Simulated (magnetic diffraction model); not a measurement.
## Solving a magnetic structure from powder neutron data: V₂NiS₃

Space group Immm (no. 71), a = 3.8920 Å, b = 5.4440 Å, c = 11.5380 Å.

```csv
site,atom,x,y,z
2a,Ni,0,0,0
4i,V,1/2,1/2,0.8322
4j,S,1/2,0,0.8437
2d,S,0,1/2,0
```

The compound is invented for this exercise: a known structure type with other elements, its cell scaled to their sizes and not relaxed.

Only Ni and V are taken to order (form factors of Ni2+ and V2+); orders and moment sizes are assumed, and not adapted to the symmetry. Radiation: neutrons of λ = 4.2 Å, 2° to 100°; isotropic B of 0.42 Å² (Ni), 0.39 Å² (V) and 0.39 Å² (S). Simulated constant-wavelength pattern: nuclear and magnetic terms add, the magnetic one as |2.695 fm × Σ f S⊥ exp(2πi Q·r) exp(−B s²)|², summed over all Q at one angle with the factor 1/(sin²θ cos θ). For a modulated order the moment at position r is S exp(−2πi k·r) + c.c., with S = m/2 for a sine wave of amplitude m and S = m(u + iv)/2 for moments turning in a plane, u and v being orthogonal unit vectors in it; the phase factor of the sum at Q = H + k is then exp(2πi H·r). Free-ion form factors, Sears's scattering lengths of 1992, no absorption; a label names one of the reflections at its angle. The strongest nuclear line in the range is 100, and lines under 0.2 are left out.

Above the ordering temperature:

```csv
2θ (°),index,I
42.69,(0 0 2),71.3
50.49,(0 1 1),100.0
69.42,(1 0 1),54.5
83.10,(1 1 0),0.4
83.91,(0 1 3),0.5
93.44,(0 0 4),16.6
98.33,(1 1 2),71.8
```

Below it (cell unchanged):

```
2θ (°)       I
  6.96  3155.9
 35.32     1.4
 42.69    71.3
 47.70     0.5
 50.26     0.5
 50.49   100.0
 54.22     0.4
 69.42    54.5
 76.63    35.5
 83.10     0.4
 83.53    37.3
 83.91     0.5
 91.93    26.4
 93.06    21.8
 93.44    16.6
 98.33    71.8
```

**Question.** Find the propagation vector, then choose among these models:
A. a sine wave with moments along [001] (amplitudes given), 1.78 μB on Ni and 2.53 μB on V; signs + at (0, 0, 0), + at (1/2, 1/2, 0.8322), + at (0, 0, 0.6678)
B. a sine wave with moments along [010] (amplitudes given), 1.78 μB on Ni and 2.53 μB on V; signs + at (0, 0, 0), + at (1/2, 1/2, 0.8322), + at (0, 0, 0.6678)
C. moments turning in the plane of [100] and [010], 1.78 μB on Ni and 2.53 μB on V; signs + at (0, 0, 0), + at (1/2, 1/2, 0.8322), + at (0, 0, 0.6678)
D. a sine wave with moments along [100] (amplitudes given), 1.78 μB on Ni and 2.53 μB on V; signs + at (0, 0, 0), + at (1/2, 1/2, 0.8322), + at (0, 0, 0.6678)

The new lines index as (0 0 1/3) at 6.96°, (0 0 5/3) at 35.32°, (0 1 2/3) at 47.70° and (0 0 7/3) at 50.26°, that is as H ± k with k = (0 0 1/3). Satellites come in pairs about each point of the reciprocal lattice.

Magnetic intensity, observed (below minus above) and for each model:

| 2θ (°) | index | observed | A | B | C | D |
| --- | --- | --- | --- | --- | --- | --- |
| 6.96 | (0 0 1/3) | 3155.9 | <0.2 | 1578.0 | 3155.9 | 1578.0 |
| 35.32 | (0 0 5/3) | 1.4 | <0.2 | 0.7 | 1.4 | 0.7 |
| 47.70 | (0 1 2/3) | 0.5 | 0.4 | <0.2 | 0.5 | 0.5 |
| 50.26 | (0 0 7/3) | 0.5 | <0.2 | 0.3 | 0.5 | 0.3 |
| 76.63 | (0 1 8/3) | 35.5 | 8.5 | 13.5 | 35.5 | 22.0 |
| 83.53 | (1 1 1/3) | 37.3 | 36.7 | 24.6 | 37.3 | 12.7 |
| 91.93 | (0 1 10/3) | 26.4 | 4.4 | 11.0 | 26.4 | 15.4 |
| 93.06 | (1 0 8/3) | 21.8 | 8.3 | 15.1 | 21.8 | 6.7 |

Model C matches.

The structure used: k = (0 0 1/3), moments turning in the plane of [100] and [010], 1.78 μB on Ni and 2.53 μB on V; signs + at (0, 0, 0), + at (1/2, 1/2, 0.8322), + at (0, 0, 0.6678).

[Logs are printed without paths, hosts, clocks, repeated set-up lines and the standing remarks that a program may print on its own settings, such as how far it seeks lower states.]
